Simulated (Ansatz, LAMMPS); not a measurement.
**Electronic structure of amorphous Cd12Hg24S36 (72 atoms)**

Aim: energy, forces and density of states of amorphous Cd12Hg24S36 (72 atoms) at a fixed geometry.

Calculated with Ansatz 0.2.0; Kohn-Sham DFT, PBE, PAW (set soft_2), plane waves.

## (1) The system as given

The cell holds 72 atoms: 12 Cd, 24 Hg and 36 S. Cell: a = 12.348 Å, b = 12.348 Å, c = 12.348 Å, α = 90.0°, β = 90.0°, γ = 90.0°. 72 atoms (12 Cd, 24 Hg, 36 S) placed at random at 6.45 g/cm³, melted at 2500 K for 10 ps at fixed volume with the Stillinger-Weber II-VI potential (Zhou et al., Phys. Rev. B 88, 085309 (2013)). Quenched from 2500 K to 100 K at 1000 K/ps and fixed volume, held 5 ps, then minimised at fixed cell.

Before any run, some limits are plain. The quench rate of 1000 K/ps is many orders above laboratory rates, so the cell is likely richer in defects and strain than a real sample. The network of bonds at the start is that of the classical potential that made the cell, and needn't be the one that DFT or experiment would give. The Brillouin zone is sampled at Γ only, in a cell whose shortest periodic width is 12 Å. Spin–orbit coupling is left out, which matters for the levels of the heavy elements.

## (2) The classical run that made the cell

A classical potential supplies the starting structure, since it reaches far longer times than DFT.

This step: classical MD, Stillinger-Weber II-VI potential (Zhou et al., Phys. Rev. B 88, 085309 (2013)) (LAMMPS 22 Jul 2025 - Update 4).

in.lmp reads:

```
# melt-quench of Cd12Hg24S36
units metal
atom_style atomic
boundary p p p
region box block 0 12.3485 0 12.3485 0 12.3485
create_box 3 box
mass 1 112.4140   # Cd
mass 2 200.5920   # Hg
mass 3 32.0600   # S
create_atoms 1 random 12 76850 NULL overlap 2.14 maxtry 2000
create_atoms 2 random 24 76857 NULL overlap 2.14 maxtry 2000
create_atoms 3 random 36 76864 NULL overlap 2.14 maxtry 2000
pair_style sw
pair_coeff * * CdTeZnSeHgS0.sw Cd Hg S
neigh_modify delay 0 every 1 check yes
thermo_style custom step time temp pe press density
thermo_modify norm yes
timestep 0.001
thermo 100
min_style cg
minimize 1e-4 1e-4 200 2000
reset_timestep 0
velocity all create 2500 76851 mom yes dist gaussian
fix lim all nve/limit 0.05
fix lan all langevin 2500 2500 0.1 76852 zero yes
thermo 500
run 1000 post no
unfix lim
unfix lan
thermo 1666
fix md all nvt temp 2500 2500 0.1
run 10000 post no
unfix md
thermo 240
fix md all nvt temp 2500 100 0.1
run 2400 post no
unfix md
thermo 2500
fix md all nvt temp 100 100 0.1
run 5000 post no
unfix md
thermo 100
min_style cg
minimize 0 1e-3 2000 20000
write_dump all custom glass.dump id type xs ys zs modify sort id
```

Started as:

```sh
$ lmp -in in.lmp -log none -nocite
```

Log:

```text
LAMMPS (22 Jul 2025 - Update 4)
Created orthogonal box = (0 0 0) to (12.3485 12.3485 12.3485)
Created 12 atoms
Created 24 atoms
Created 36 atoms
   Step          Time           Temp          PotEng         Press         Density
         0   0              0              0.69907958     456512.7       6.4529669
        93   0.093          0             -1.8166809      5891.0252      6.4529669
Loop time of 0.0199124 s on 1 MPI rank(s) for 93 steps with 72 atoms
Minimization stats:
  Stopping criterion = energy tolerance
  Energy initial, next-to-last, final =
     0.699079580339454  -1.81650788488074  -1.81668093626492
[... 34 lines left out ...]
     17500   17.5           104.40802     -1.9021177     -6473.1239      6.4529669
     18400   18.4           103.29601     -1.9031819     -8697.4796      6.4529669
Loop time of 0.558644 s on 1 MPI rank(s) for 5000 steps with 72 atoms
   Step          Time           Temp          PotEng         Press         Density
     18400   18.4           103.29601     -1.9031819     -8697.4796      6.4529669
     18454   18.454         103.29601     -1.9145406     -11665.381      6.4529669
Loop time of 0.0123025 s on 1 MPI rank(s) for 54 steps with 72 atoms
Minimization stats:
  Stopping criterion = force tolerance
  Energy initial, next-to-last, final =
     -1.90318193741639  -1.91454059990637  -1.91454060072244
  Force two-norm initial, final = 3.2032465 0.00095666853
  Iterations, force evaluations = 54 108
```

The job ended after 2.4 s (1 thread of Arm Neoverse V2, shared host; peak memory 0.078 GiB).

## (3) Plane-wave single point

The electrons are solved once, with the atoms held.

input.yaml reads:

```yaml
crystal:
  lattice:
    - [12.3485, 0.0, 0.0]
    - [0.0, 12.3485, 0.0]
    - [0.0, 0.0, 12.3485]
  atoms:
    - { symbol: Cd, position: [0.37391, 0.60422, 0.33647] }
    - { symbol: Cd, position: [0.36654, 0.08559, 0.17841] }
    - { symbol: Cd, position: [0.63692, 0.29133, 0.24135] }
    - { symbol: Cd, position: [0.87785, 0.62371, 0.68343] }
    - { symbol: Cd, position: [0.14914, 0.01738, 0.94969] }
    - { symbol: Cd, position: [0.09954, 0.60853, 0.188] }
    - { symbol: Cd, position: [0.53755, 0.78205, 0.77348] }
    - { symbol: Cd, position: [0.38595, 0.8496, 0.45434] }
    - { symbol: Cd, position: [0.91609, 0.85049, 0.03868] }
    - { symbol: Cd, position: [0.80346, 0.54779, 0.02505] }
    - { symbol: Cd, position: [0.81035, 0.16349, 0.01316] }
    - { symbol: Cd, position: [0.91455, 0.10792, 0.30501] }
    - { symbol: Hg, position: [0.16784, 0.44857, 0.68218] }
    - { symbol: Hg, position: [0.41543, 0.56746, 0.93359] }
    - { symbol: Hg, position: [0.11424, 0.63329, 0.91764] }
    - { symbol: Hg, position: [0.91502, 0.32918, 0.53887] }
    - { symbol: Hg, position: [0.9672, 0.0675, 0.73058] }
    - { symbol: Hg, position: [0.21944, 0.30605, 0.3633] }
    - { symbol: Hg, position: [0.18212, 0.6918, 0.54288] }
    - { symbol: Hg, position: [0.25824, 0.8228, 0.75694] }
    - { symbol: Hg, position: [0.97984, 0.30688, 0.20855] }
    - { symbol: Hg, position: [0.64002, 0.45571, 0.75541] }
    - { symbol: Hg, position: [0.68987, 0.5888, 0.5349] }
    - { symbol: Hg, position: [0.47572, 0.32004, 0.91883] }
    - { symbol: Hg, position: [0.1528, 0.92299, 0.32533] }
    - { symbol: Hg, position: [0.35583, 0.77652, 0.07341] }
    - { symbol: Hg, position: [0.9077, 0.91241, 0.51325] }
    - { symbol: Hg, position: [0.02292, 0.32664, 0.85591] }
    - { symbol: Hg, position: [0.4951, 0.02704, 0.88738] }
    - { symbol: Hg, position: [0.72941, 0.91754, 0.7864] }
    - { symbol: Hg, position: [0.44787, 0.14172, 0.4838] }
    - { symbol: Hg, position: [0.57882, 0.86392, 0.16729] }
    - { symbol: Hg, position: [0.67569, 0.20531, 0.60601] }
    - { symbol: Hg, position: [0.23051, 0.45144, 0.07469] }
    - { symbol: Hg, position: [0.59009, 0.62625, 0.27228] }
    - { symbol: Hg, position: [0.19279, 0.11694, 0.58177] }
    - { symbol: S, position: [0.78716, 0.12961, 0.80945] }
    - { symbol: S, position: [0.37206, 0.56342, 0.54684] }
    - { symbol: S, position: [0.11647, 0.27817, 0.04716] }
    - { symbol: S, position: [0.57943, 0.01954, 0.65327] }
    - { symbol: S, position: [0.47452, 0.25393, 0.11902] }
    - { symbol: S, position: [0.70526, 0.09909, 0.30007] }
    - { symbol: S, position: [0.33967, 0.97221, 0.01418] }
    - { symbol: S, position: [0.47808, 0.98707, 0.32491] }
    - { symbol: S, position: [0.17924, 0.1312, 0.24599] }
    - { symbol: S, position: [0.98615, 0.12343, 0.51575] }
    - { symbol: S, position: [0.06156, 0.83471, 0.87679] }
    - { symbol: S, position: [0.51897, 0.35394, 0.60652] }
    - { symbol: S, position: [0.01752, 0.76571, 0.40614] }
    - { symbol: S, position: [0.16027, 0.16265, 0.79802] }
    - { symbol: S, position: [0.27768, 0.31095, 0.56681] }
    - { symbol: S, position: [0.4043, 0.18713, 0.76918] }
    - { symbol: S, position: [0.82971, 0.4458, 0.37603] }
    - { symbol: S, position: [0.77837, 0.69421, 0.35929] }
    - { symbol: S, position: [0.90858, 0.6816, 0.1556] }
    - { symbol: S, position: [0.97324, 0.05185, 0.09529] }
    - { symbol: S, position: [0.93818, 0.53218, 0.86792] }
    - { symbol: S, position: [0.27843, 0.60915, 0.77865] }
    - { symbol: S, position: [0.57992, 0.43446, 0.38568] }
    - { symbol: S, position: [0.02517, 0.54021, 0.5559] }
    - { symbol: S, position: [0.63328, 0.06048, 0.05827] }
    - { symbol: S, position: [0.24594, 0.74336, 0.24636] }
    - { symbol: S, position: [0.54156, 0.74129, 0.56999] }
    - { symbol: S, position: [0.33813, 0.96575, 0.62113] }
    - { symbol: S, position: [0.34737, 0.41662, 0.246] }
    - { symbol: S, position: [0.82316, 0.35209, 0.72574] }
    - { symbol: S, position: [0.71746, 0.83798, 0.98111] }
    - { symbol: S, position: [0.6212, 0.61784, 0.90083] }
    - { symbol: S, position: [0.6995, 0.90757, 0.46389] }
    - { symbol: S, position: [0.79666, 0.35712, 0.12361] }
    - { symbol: S, position: [0.89895, 0.83099, 0.70445] }
    - { symbol: S, position: [0.07361, 0.45769, 0.3268] }
kpoints:
  mp_grid: { grid: [1, 1, 1] }
hamiltonian:
  xc: pbe
scf:
  occupations: { method: gaussian, width: 0.025 }
output:
  forces: true
  stress: true
  populations: true
  dos:
    method: { smearing: { sigma: 0.15 } }
    de: 0.1
    projected: { site_lists: { Cd: [Cd], Hg: [Hg], S: [S] } }
  eigenvalues: true
  write_density: true
  write_potential: true
  volumetric_format: npy
```

Started as:

```sh
$ ansatz run input.yaml --threads 8 --pin off --max-ram 15872MiB --backend cpu --events-out ev --progress --plain --runs-dir out
```

Log:

```text
Engine: ansatz 0.2.0, aarch64-unknown-linux-gnu
Pseudopotentials: kind: paw
Pseudopotential: Cd, paw, valence charge 20, recommended cutoff 420 eV (normal), Cd.paw.azcp
Pseudopotential: Hg, paw, valence charge 20, recommended cutoff 420 eV (normal), Hg.paw.azcp
Pseudopotential: S, paw, valence charge 6, recommended cutoff 420 eV (normal), S.paw.azcp
[... 5 lines on functional and potentials left out ...]
Crystal: 72 atoms, lattice volume = 1882.967 Å³
Basis set: ecut = 420 eV, 36785 PW (Γ), exchange–correlation on 180×180×180 points (8 copies of the dense FFT grid, shifted against one another)
Bands: 562, of which v1, the nominal top of the filled ones, is band 468 counted from 1 (467 counted from 0)
Symmetry: 1 space group operations
Space group: P1 (ITA 1), of the structure as read, at distance tolerance 1.2e-4 Å
k-points: 1
[... 7 lines on functional and potentials left out ...]
Initial density: superposition of atomic densities (neutral atoms: chi_scale 0, normalization atom), corrected by the library's trained network
Initial wavefunctions: pseudopotential atomic-orbital guess
Functional: x = pbe(κ = 0.804, μ = 0.219515), c = pbe(β = 0.066725)
SCF iter   1: F=—  HF=-463040.900961 eV  |F-HF|=—  |Δ(HF+E_count)|=         —  Δρ=4.74e-3  dr2=1.06e0  ethr=1.77e-3  ⟨swp⟩=6.0  Hψ=1991  notcnv=0  defer=14
preconditioner: auto → Resta (q_TF=auto, 2.428 Å⁻¹)  ε∞=6.0  [insulator: Δε(μ)=0.095 eV  Ē_g=9.749 eV  σ=0.025 eV  W_gap=0.99  n_scr=460 (ndim 8)  ℏωp=21.8 eV  f_vac=0.079  D(μ)=2.44/eV (n_scr^D=0)  ε∞_Penn≈6.0]
SCF iter   2: F=—  HF=-463040.832189 eV  |F-HF|=—  |Δ(HF+E_count)|=   6.88e-2  Δρ=4.12e-3  dr2=1.24e0  ethr=1.13e-4  ⟨swp⟩=3.0  Hψ=655  notcnv=0  defer=85
preconditioner: auto → LDOS  [metal: Δε(μ)=0.011 eV  Ē_g=9.747 eV  σ=0.025 eV  W_gap=0.24  n_scr=460 (ndim 8)  ℏωp=21.8 eV  f_vac=0.079  D(μ)=86.16/eV (n_scr^D=738)  β→1.0]
SCF iter   3: F=—  HF=-463040.783960 eV  |F-HF|=—  |Δ(HF+E_count)|=   4.82e-2  Δρ=1.51e-3  dr2=1.08e-1  ethr=1.13e-4  ⟨swp⟩=2.0  Hψ=556  notcnv=0  defer=85
SCF iter   4: F=—  HF=-463040.772788 eV  |F-HF|=—  |Δ(HF+E_count)|=   1.12e-2  Δρ=4.87e-4  dr2=9.82e-3  ethr=1.15e-5  ⟨swp⟩=3.0  Hψ=772  notcnv=0  defer=85
SCF iter   5: F=—  HF=-463040.771467 eV  |F-HF|=—  |Δ(HF+E_count)|=   1.32e-3  Δρ=1.99e-4  dr2=1.78e-3  ethr=1.05e-6  ⟨swp⟩=2.0  Hψ=906  notcnv=0  defer=85
SCF iter   6: F=—  HF=-463040.771176 eV  |F-HF|=—  |Δ(HF+E_count)|=   2.91e-4  Δρ=8.09e-5  dr2=3.20e-4  ethr=1.90e-7  ⟨swp⟩=2.0  Hψ=906  notcnv=0  defer=85
SCF iter   7: F=—  HF=-463040.771204 eV  |F-HF|=—  |Δ(HF+E_count)|=   2.75e-5  Δρ=3.91e-5  dr2=9.18e-5  ethr=3.42e-8  ⟨swp⟩=2.0  Hψ=762  notcnv=0  defer=85
SCF iter   8: F=—  HF=-463040.777483 eV  |F-HF|=—  |Δ(HF+E_count)|=   6.28e-3  Δρ=1.69e-5  dr2=1.71e-5  ethr=9.81e-9  ⟨swp⟩=3.0  Hψ=850  notcnv=0  defer=85
SCF iter   9: F=—  HF=-463040.777481 eV  |F-HF|=—  |Δ(HF+E_count)|=   1.78e-6  Δρ=8.16e-6  dr2=3.45e-6  ethr=1.83e-9  ⟨swp⟩=2.0  Hψ=764  notcnv=0  defer=85
SCF iter  10: F=—  HF=-463040.777481 eV  |F-HF|=—  |Δ(HF+E_count)|=   3.54e-7  Δρ=4.31e-6  dr2=9.29e-7  ethr=3.68e-10  ⟨swp⟩=2.0  Hψ=749  notcnv=0  defer=85
SCF iter  11: F=—  HF=-463040.777481 eV  |F-HF|=—  |Δ(HF+E_count)|=   8.02e-8  Δρ=2.32e-6  dr2=2.73e-7  ethr=9.93e-11  ⟨swp⟩=2.0  Hψ=765  notcnv=0  defer=85
SCF iter  12: F=-463040.777481 eV  HF=-463040.777481 eV  |F-HF|=7.62e-8  |Δ(HF+E_count)|=   2.49e-8  Δρ=1.34e-6  dr2=9.02e-8  ethr=1.07e-11  ⟨swp⟩=14.0  Hψ=4054  notcnv=0
SCF 1 converged in 12 iterations: F = -463040.777481 eV  dr2 = 9.02e-8
  greatest PAW one-centre occupation: 1.000 electrons in one spin orbital (limit 2), on the Hg atom at site 29 (counted from 0), in its partial waves of l = 0
SCF converged after 12 iterations
Free energy (F): -463040.777481 eV
Harris-Foulkes:  -463040.777481 eV  (|F-HF|=7.62e-8)
Internal energy: -463040.763311 eV  (E = F + TS)
E sigma→0 (E₀):  -463040.770396 eV
Entropy (-TS):   -0.014170 eV (-0.197 meV/atom)
Fermi energy:    7.620732 eV
--- Per-component energies (eV) ---
  E_band       = -18409.835012
  E_kinetic    = 24262.466519
  E_local      = -136163.807318  (includes V_loc(G=0)·N_el)
  E_nonlocal   = 3199.166087
  E_hartree    = 59776.330746
  E_xc         = -10835.400290
  E_vxc        = -12005.269814  (∫ρ·V_xc dr)
  E_paw        = -309277.906599  (= ΣΔE_a)
  E_vpaw       = -17255.069764  (= ΣTr[D̂ρ^β])
  E_aug_tail   = 0.022536  (compensation charges beyond the density's cutoff)
  E_ewald      = -94001.634992
  E_smearing   = -0.014170  (= −TS)
  E_closure    = -0.000000  (closes the sum)
  Σ components = -463040.777481   (vs F -463040.777481, Δ=0.00e0)
--- Forces (eV/Å), atoms counted from 1 ---
  atom   1  Cd    -0.28134488    -0.55833584     0.47418725
  atom   2  Cd     0.22712532     0.25658804     0.38843871
  atom   3  Cd     0.21041917    -0.12463145     0.39050501
  atom   4  Cd     0.29359530    -0.17424051    -0.14621241
  atom   5  Cd    -0.41053471     0.13375587     0.16167889
  atom   6  Cd    -0.61280760     0.29941223    -0.02040290
  atom   7  Cd     0.16695277    -0.28229096    -0.13976515
  atom   8  Cd     0.41159339     0.08385723     0.17736632
  atom   9  Cd     0.08535752     0.32012619     0.17565671
  atom  10  Cd     0.25756655     0.15165164     0.29018318
  atom  11  Cd     0.12491384     0.05329442     0.09318436
  atom  12  Cd    -0.56655817    -0.46010554    -0.07317890
  atom  13  Hg    -0.00133352     0.11770415    -0.60802611
  atom  14  Hg    -0.03581598    -0.30161992     0.71340535
[...]
atom  71  S     -0.26617738    -0.06431975     0.04053387
  atom  72  S     -0.77990117    -0.32191693    -0.09916408
  max |Σ_I F_I| component: 4.56e-5 eV/Å
--- Stress (GPa, compression-positive) ---
       -1.320296       0.645141      -0.065741
        0.645141      -2.783587      -0.000599
       -0.065741      -0.000599      -0.979121
  P = ⅓ Tr σ = -1.6943 GPa (-16.943 kbar)
--- Band table (eV) ---
  k-point 0: bands = ["-107.1977", "-107.0626", "-106.9905", "-106.9876", [... 546 levels ...], "13.5516", "13.5916", "13.6303", "13.6675", "13.7465", "13.7774", "13.8101", "13.9006", "13.9425", "14.0029", "14.0928", "14.1047"]
--- Löwdin populations: 72 sites ---
  site symbol       q [e]
     0     Cd     18.9030
     1     Cd     18.7478
     2     Cd     18.7526
[...]
71      S      6.7111
  spilling = 0.008013 (of n_electrons = 936.000000)
```

Run time: 28 s. Hardware: 8 threads of Arm Neoverse V2, shared host; peak memory 3 GiB.

The column dr2 measures how far the density is from self-consistency, as an energy; F and HF (Harris–Foulkes) agree once it is small.

Read from the output:

| Quantity | Value |
| --- | --- |
| free energy | -463040.7775 eV |
| free energy per atom | -6431.1219 eV/atom |
| SCF cycles | 12 |
| pressure | -1.694 GPa |
| r.m.s. force component | 0.3997 eV/Å |
| longest force | 1.548 eV/Å |
| Fermi energy | 7.621 eV |
| levels partly filled by over 2 per cent | 2 |
| spilling of the projection | 0.008013 |

Neighbours are counted within 3.15 Å (S-Hg), 3.12 Å (S-Cd).

Length of the force by element and coordination:

| element | coordination | atoms | mean length of the force (eV/Å) | spread | least | most |
| --- | --- | --- | --- | --- | --- | --- |
| Cd | all | 12 | 0.482 | 0.169 | 0.165 | 0.785 |
| Cd | 2 | 1 | 0.356 | 0 | 0.356 | 0.356 |
| Cd | 3 | 5 | 0.606 | 0.162 | 0.371 | 0.785 |
| Cd | 4 | 6 | 0.399 | 0.114 | 0.165 | 0.518 |
| Hg | all | 24 | 0.593 | 0.249 | 0.151 | 1.20 |
| Hg | 2 | 5 | 0.632 | 0.200 | 0.316 | 0.903 |
| Hg | 3 | 9 | 0.596 | 0.258 | 0.151 | 1.20 |
| Hg | 4 | 10 | 0.570 | 0.260 | 0.168 | 0.939 |
| S | all | 36 | 0.716 | 0.290 | 0.264 | 1.55 |
| S | 1 | 2 | 0.578 | 0.0371 | 0.541 | 0.615 |
| S | 2 | 5 | 0.989 | 0.285 | 0.768 | 1.55 |
| S | 3 | 11 | 0.718 | 0.313 | 0.360 | 1.38 |
| S | 4 | 17 | 0.667 | 0.243 | 0.264 | 1.05 |
| S | 5 | 1 | 0.429 | 0 | 0.429 | 0.429 |

States in the cell by windows of 1 eV, zero at the Fermi level; the larger projections on atomic orbitals stand beside the total:

| from (eV) | to (eV) | total | Hg d | S p | Cd d | Hg s | S s |
| --- | --- | --- | --- | --- | --- | --- | --- |
| -14 | -13 | 3.6 | 0.1 | 0.0 | 0.1 | 0.3 | 2.9 |
| -13 | -12 | 46.2 | 1.3 | 0.5 | 0.9 | 1.9 | 40.2 |
| -12 | -11 | 22.2 | 0.7 | 0.4 | 0.6 | 0.4 | 19.8 |
| -11 | -9 | 0.0 | 0.0 | 0.0 | 0.0 | 0.0 | 0.0 |
| -9 | -8 | 85.2 | 1.6 | 2.1 | 80.5 | 0.3 | 0.5 |
| -8 | -7 | 46.8 | 10.8 | 2.1 | 32.7 | 0.4 | 0.6 |
| -7 | -6 | 212.4 | 195.3 | 9.7 | 2.2 | 2.3 | 1.8 |
| -6 | -5 | 25.1 | 16.4 | 3.6 | 0.3 | 3.5 | 0.6 |
| -5 | -4 | 33.5 | 4.0 | 15.4 | 0.4 | 9.6 | 1.3 |
| -4 | -3 | 35.3 | 2.3 | 23.6 | 0.4 | 4.3 | 1.0 |
| -3 | -2 | 46.8 | 2.4 | 38.7 | 0.6 | 2.0 | 0.7 |
| -2 | -1 | 56.3 | 2.6 | 47.6 | 0.7 | 1.9 | 0.6 |
| -1 | 0 | 34.9 | 1.1 | 28.1 | 0.2 | 2.5 | 0.5 |
| 0 | 1 | 28.9 | 0.5 | 18.3 | 0.1 | 5.9 | 0.4 |
| 1 | 2 | 21.3 | 0.2 | 8.7 | 0.0 | 6.8 | 0.4 |
| 2 | 3 | 17.2 | 0.1 | 5.0 | 0.0 | 3.0 | 0.3 |
| 3 | 4 | 24.7 | 0.1 | 3.4 | 0.0 | 1.1 | 0.2 |
| 4 | 5 | 34.3 | 0.1 | 2.2 | 0.0 | 0.6 | 0.1 |

The levels nearest the highest filled one (over half full), pooled over k-points and spins:

| level less the highest filled one (eV) | occupation |
| --- | --- |
| -0.394 | 2 |
| -0.301 | 2 |
| -0.233 | 2 |
| -0.212 | 2 |
| -0.0918 | 2 |
| 0 | 1.77 |
| 0.0425 | 0.225 |
| 0.0678 | 0.008 |
| 0.0809 | 0.001 |
| 0.198 | 0 |
| 0.237 | 0 |
| 0.285 | 0 |

Electrostatic potential energy in the ac plane at fractional y = 0.618, with atoms of Cd and Hg and S within 0.2 Å of it. With pseudopotentials it is smooth inside the atoms' cores, unlike the true potential.

Ten even steps from '0' (-32 eV) to '9' (13 eV), each cell a mean:
```
98411268999974225899766789877789999
86000027999861003787211279999999999
86100048999875336886111169999999888
98744578755788888998533589999999888
99998987200269999999988999999999999
99999996111169999999999999998766789
99999998633689999999999999986422468
99999999999999999999999999985311358
99999999999999999999999888987433478
88898877899876799999986434788877888
77888645788732589999972000379999998
88898656899754689999972000389999999
99999888999988999999987435799999999
99999999999887889999999888999999999
99999999998543468999999999878999999
99999999986321247886446898878999999
99999999997432357850001589989999999
98656789998765688830000489999999999
85322478999999999962113799999998899
74212368999999999998778999999986678
86433579999999999999999999999975578
99877899999999999999999999888888899
99999999999999999999999998766689999
99888899999998788999999998755689999
```
Columns run along a (12.3 Å; values clipped at the 3rd and 97th percentile), rows up along c (12.3 Å). Atoms in or near the plane, at fractional coordinates: Cd at (0.37, 0.34), Cd at (0.88, 0.68), Cd at (0.10, 0.19), Hg at (0.11, 0.92), Hg at (0.59, 0.27), S at (0.28, 0.78), S at (0.62, 0.90).

Valence density in the ac plane at fractional y = 0.618, with atoms of Cd and Hg and S within 0.2 Å of it. It is the smooth field of the valence electrons, not physical close to the nuclei.

Ten steps, logarithmic in the rise over the least value, from '0' (0 e/Å³) to '9' (19 e/Å³), each cell a mean:
```
12466531000124553211233211112110000
13689752000135664223333331000001111
13678742111124543223333331000001222
11344322233222211012333321000011221
00011113333331000000111100000011111
00000012333331000000000000001233210
00000012333320000000000000013688631
00000000111100000000000000014799741
11000010000111100000001111112577531
22211222111223211000013454211122211
22222343212233321000125787521000012
22212333211233321000125787420000001
00001111101122110000012454210000000
00000000000122110000001111111000000
00000000001467531000111011222100000
00000000002699852123443111222100000
00000000012588742246886311111100000
01343210001234311247997410000000000
14788521000000000135775210000011111
25899731000000000011221000000123322
13576420000000000000000000001123322
11122100000000000000000000011222211
00000000000000000000000000133321100
00122110000011221000011001234311000
```
Columns run along a (12.3 Å), rows up along c (12.3 Å). Atoms in or near the plane, at fractional coordinates: Cd at (0.37, 0.34), Cd at (0.88, 0.68), Cd at (0.10, 0.19), Hg at (0.11, 0.92), Hg at (0.59, 0.27), S at (0.28, 0.78), S at (0.62, 0.90).

Within 0.4 eV of the Fermi level the largest share is S p (78 % of the projected weight).

(Continued in part 2 of 2.)

[Long decimals in the printed logs are rounded to 6 places.]

[Logs are printed without paths, hosts, clocks, repeated set-up lines and the standing remarks that a program may print on its own settings, such as how far it seeks lower states.]

[Hosts, paths, dates, database ids (printed as entryN), source tags and the programs' standing remarks are cut or masked in the printed files.]
